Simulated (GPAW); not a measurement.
# Optical response of LiCl, part 2 of 2

Aim: the dielectric function of LiCl, and the optical constants that follow from it. The cell comes from an older database entry, whose edges can differ from later determinations, mostly by under a per cent.

GPAW 26.7.0; DFT, PBE, plane-wave PAW (GPAW data sets), scalar-relativistic, RPA, optical limit.

So far. Step 2 (Ground state): There is a gap, 6.32 eV on this mesh (points off the mesh can give less), so no carriers' term is needed.

The database entry behind the starting cell differs from later determinations by our own check (0.1 to 0.3 % short, probably kX units), so it need not match the best structure at ambient conditions.

## 4. Dielectric function, RPA

Transitions between filled and empty bands, summed over the zone, give the optical response, so mesh, band count and broadening shape it.

The induced potential is part of this response.

This step: DFT, PBE, plane-wave PAW (GPAW data sets), scalar-relativistic, RPA, optical limit (GPAW 26.7.0).

File df.py:

```python
from gpaw.response.df import DielectricFunction

df = DielectricFunction('full.gpw', frequencies={'type': 'nonlinear', 'domega0': 0.03, 'omega2': 8},
                        ecut=60,
                        eta=0.15,
                        nbands=23,
                        txt='df.txt')
for direction in ['x']:
    df.get_dielectric_function(xc='RPA', direction=direction, filename=f'df_{direction}.csv')
```

Run with:

```
$ OMP_NUM_THREADS=1 python df.py
```

Numbers of over 12 decimals in the logs are rounded to 6 here.

The log of the run:

```text
Using integrator: PointIntegrator
NonLinearFrequencyDescriptor(from 0.000 to 51.018 eV, 468 points)
Nonperiodic BCs:  [False False False]
Using integrator: PointIntegrator
NonLinearFrequencyDescriptor(from 0.000 to 51.018 eV, 468 points)
Nonperiodic BCs:  [False False False]

Calculating chi0 body with:
    Ground state adapter containing:
    Number of spins: 1
    Number of kpoints: 1728
    Number of irreducible kpoints: 72
    Number of completely occupied states: 4
    Number of partially occupied states: 4

    Linear response parametrization:
    q_c: [0.0, 0.0, 0.0]
    Number of frequency points: 468
    Planewave cutoff: 60.0
    Number of bands: 23
    Number of planewaves: 27
    Broadening (eta): 0.15

Integrating chi0 body.

Symmetries of q_c:
    Direct symmetries (Uq -> q): 48
    Indirect symmetries (TUq -> q): 0
In total 48 allowed symmetries.

72 groups of equivalent kpoints. 95.833333% reduction.

Integral kind: spectral function

Calculating chi0 optical extensions with:
    Ground state adapter containing:
    Number of spins: 1
    Number of kpoints: 1728
    Number of irreducible kpoints: 72
    Number of completely occupied states: 4
    Number of partially occupied states: 4

    Linear response parametrization:
    Number of frequency points: 468
    Planewave cutoff: 60.0
    Number of bands: 23
    Number of planewaves: 27
    Broadening (eta): 0.15
Integrating chi0 head and wings.

Symmetries of q_c:
    Direct symmetries (Uq -> q): 48
    Indirect symmetries (TUq -> q): 0
In total 48 allowed symmetries.

72 groups of equivalent kpoints. 95.833333% reduction.

Integral kind: spectral function wings
```

It took 3.9 s on 1 thread of Arm Neoverse V2, shared host; peak memory 0.18 GiB.

Read-outs, printed or worked out from the files:

* electronic dielectric constant ε∞, mean over x, y and z (by symmetry where fewer were run): 2.731
* main peak of Im epsilon, first axis: 8.692 eV

Some rows of df_x.csv (energy; Re and Im without local fields; Re and Im with them):

```text
0.000000, 3.222800, 0.000000, 2.730960, 0.000000
0.555532, 3.230124, 0.003975, 2.736387, 0.002946
1.143969, 3.254251, 0.008395, 2.754273, 0.006226
1.768324, 3.299737, 0.013606, 2.788023, 0.010102
2.431988, 3.373876, 0.020182, 2.843125, 0.015017
3.138794, 3.488983, 0.029201, 2.928928, 0.021812
3.893091, 3.667639, 0.042962, 3.062809, 0.032314
4.699832, 3.957086, 0.067482, 3.281907, 0.051455
5.564682, 4.483211, 0.125967, 3.688882, 0.099149
6.494155, 5.753578, 0.581791, 4.712713, 0.517899
7.495775, 5.943932, 3.891370, 4.645156, 3.367880
8.578281, 5.471788, 5.279375, 3.509342, 3.914510
9.751884, 3.681780, 6.648590, 1.909760, 3.035952
11.028587, -1.394214, 4.908160, 0.886482, 3.206464
12.422601, -2.056727, 2.988317, 0.511284, 3.143713
13.950874, -1.089716, 1.096070, -0.729737, 1.670719
15.633783, -0.360178, 0.850534, -0.019881, 0.890857
17.496047, 0.031735, 0.795514, 0.393744, 0.619344
19.567954, 0.059785, 0.737370, 0.648742, 0.541232
```

The Im ε, E ∥ x has structure finer than the step of the table below, so its rows give means over 0.5 eV, whole bins alone (the curve runs from 0 to 21.9 eV). Peaks (eV: height): 8.03: 3.80, 8.70: 4.19, 10.95: 3.32, 11.94: 3.24.

Values under the direct gap are tails of Lorentzian lines. Table of Im ε, E ∥ x by photon energy; means over each step:

```
photon energy (eV)  Im ε, E ∥ x
               0.5      0.00265
               1.0      0.00541
               1.5      0.00839
               2.0       0.0117
               2.5       0.0156
               3.0       0.0204
               3.5       0.0264
               4.0       0.0344
               4.5       0.0457
               5.0       0.0634
               5.5       0.0949
               6.0        0.177
               6.5        0.542
               7.0         1.57
               7.5         3.26
               8.0         3.43
               8.5         3.50
               9.0         3.93
               9.5         2.96
              10.0         3.13
              10.5         2.93
              11.0         3.06
              11.5         2.70
              12.0         3.06
              12.5         3.08
              13.0         2.73
              13.5         2.36
              14.0         1.61
              14.5         1.16
              15.0        0.795
              15.5        0.833
              16.0        0.657
              16.5        0.677
              17.0        0.674
              17.5        0.651
              18.0        0.622
              18.5        0.531
              19.0        0.516
              19.5        0.527
              20.0        0.599
              20.5        0.745
              21.0        0.933
              21.5        0.791
```

Table of Re ε, E ∥ x by photon energy:

```
photon energy (eV)  Re ε, E ∥ x
                 0         2.73
                 1         2.75
                 2         2.80
                 3         2.91
                 4         3.09
                 5         3.40
                 6         4.05
                 7         5.43
                 8         3.50
                 9         2.27
                10         1.72
                11        0.985
                12        0.761
                13      -0.0908
                14       -0.731
                15       -0.289
                16       0.0668
                17        0.335
                18        0.284
                19        0.484
                20        0.680
                21        0.528
```

The Im ε, E ∥ x has structure finer than the step of the table below, so its rows give means over 0.5 eV, whole bins alone (the curve runs from 0 to 21.9 eV). Peaks (eV: height): without local fields 8.03: 4.59, 9.09: 6.10, 9.96: 7.17; with local fields 8.03: 3.80, 8.70: 4.19, 10.95: 3.32, 11.94: 3.24.

Values under the direct gap are tails of Lorentzian lines. Im ε, E ∥ x against photon energy; means over each step:

```
photon energy (eV)  without local fields  with local fields
               0.5               0.00358            0.00265
               1.0               0.00729            0.00541
               1.5                0.0113            0.00839
               2.0                0.0158             0.0117
               2.5                0.0210             0.0156
               3.0                0.0273             0.0204
               3.5                0.0352             0.0264
               4.0                0.0456             0.0344
               4.5                0.0602             0.0457
               5.0                0.0824             0.0634
               5.5                 0.121             0.0949
               6.0                 0.214              0.177
               6.5                 0.610              0.542
               7.0                  1.80               1.57
               7.5                  3.76               3.26
               8.0                  4.09               3.43
               8.5                  4.65               3.50
               9.0                  5.81               3.93
               9.5                  5.07               2.96
              10.0                  6.87               3.13
              10.5                  6.36               2.93
              11.0                  5.30               3.06
              11.5                  4.59               2.70
              12.0                  3.95               3.06
              12.5                  2.78               3.08
              13.0                  2.10               2.73
              13.5                  1.38               2.36
              14.0                  1.06               1.61
              14.5                 0.896               1.16
              15.0                 0.720              0.795
              15.5                 0.869              0.833
              16.0                 0.695              0.657
              16.5                 0.812              0.677
              17.0                 0.796              0.674
              17.5                 0.782              0.651
              18.0                 0.634              0.622
              18.5                 0.653              0.531
              19.0                 0.659              0.516
              19.5                 0.716              0.527
              20.0                 0.665              0.599
              20.5                 0.622              0.745
              21.0                 0.370              0.933
              21.5                 0.242              0.791
```

Refractive index n and extinction k against photon energy:

```
photon energy (eV)      n        k
                 0   1.65        0
                 1   1.66  0.00163
                 2   1.67  0.00349
                 3   1.71  0.00595
                 4   1.76  0.00974
                 5   1.84   0.0171
                 6   2.01   0.0413
                 7   2.35    0.317
                 8   2.08    0.904
                 9   1.84     1.06
                10   1.64    0.984
                11   1.48     1.10
                12   1.42     1.12
                13   1.14     1.18
                14  0.723     1.12
                15  0.517    0.746
                16  0.587    0.526
                17  0.740    0.461
                18  0.696    0.448
                19  0.772    0.334
                20  0.889    0.332
                21  0.904    0.538
```

The loss function −Im 1/ε at q → 0, E ∥ x has structure finer than the step of the table below, so its rows give means over 1 eV, whole bins alone (the curve runs from 0 to 21.9 eV). Peaks (eV: height): 15.2: 1.43, 16.0: 1.61, 18.0: 1.38.

Values under the direct gap are tails of Lorentzian lines. Loss function −Im 1/ε at q → 0, E ∥ x against energy loss; means over each step:

energy loss (eV), loss function −Im 1/ε at q → 0, E ∥ x and a bar:
```
        1       0.00 
        2       0.00 
        3       0.00 
        4       0.00 
        5       0.01 
        6       0.01 
        7       0.05 #
        8       0.14 ###
        9       0.20 ####
       10       0.25 ######
       11       0.30 #######
       12       0.31 #######
       13       0.35 ########
       14       0.53 ############
       15       1.07 ########################
       16       1.36 ##############################
       17       1.23 ###########################
       18       1.20 ##########################
       19       0.97 ######################
       20       0.73 ################
       21       0.84 ###################
```

Optical constants at common wavelengths, from n + ik = √ε:

```
wavelength (nm)     n      k  R (%)     1/α
           1064  1.66  0.002    6.2   44 µm
            800  1.67  0.003    6.2   24 µm
            633  1.67  0.003    6.4   15 µm
            450  1.70  0.005    6.7  6.8 µm
            405  1.71  0.006    6.8  5.3 µm
            308  1.76  0.010    7.6  2.5 µm
            248  1.84  0.017    8.8  1.2 µm
```

Below the direct gap, k and the depth come from the tails of the Lorentzian lines, not from transitions.

## 5. Results

```yaml
electronic_dielectric_constant_eps_infinity_mean_over_x_y_and_z_by_symmetry_where_fewer_were_run_rpa: 2.73
main_peak_of_im_epsilon_first_axis: 8.69 eV
```

In words: At this level (PBE, RPA) LiCl has ε∞ = 2.73 and n = 1.66 at 1550 nm, and Im ε peaks at 8.7 eV. On the mesh the gap is 6.32 eV and the least direct gap 6.32 eV. Local fields change the static value along x from 3.22 to 2.73 (-15 %). Distinct maxima of Im ε, read by a parabola through the highest points, lie at 8.02 eV (3.8), 8.69 eV (4.2), 10.94 eV (3.3) and 11.96 eV (3.2). Excitons and phonon-assisted transitions are missing; PBE gaps are as a rule too small, which pulls the onset down and ε∞ up. The sum runs over mesh points, so small or evenly spaced maxima can still be ripples of the mesh.

[Machine, clock and banner lines and Python warnings are left out of the logs.]

[Logs are printed without paths, hosts, clocks, repeated set-up lines and the standing remarks that a program may print on its own settings, such as how far it seeks lower states.]

[Hosts, paths, dates, database ids (printed as entryN), source tags and the programs' standing remarks are cut or masked in the printed files.]
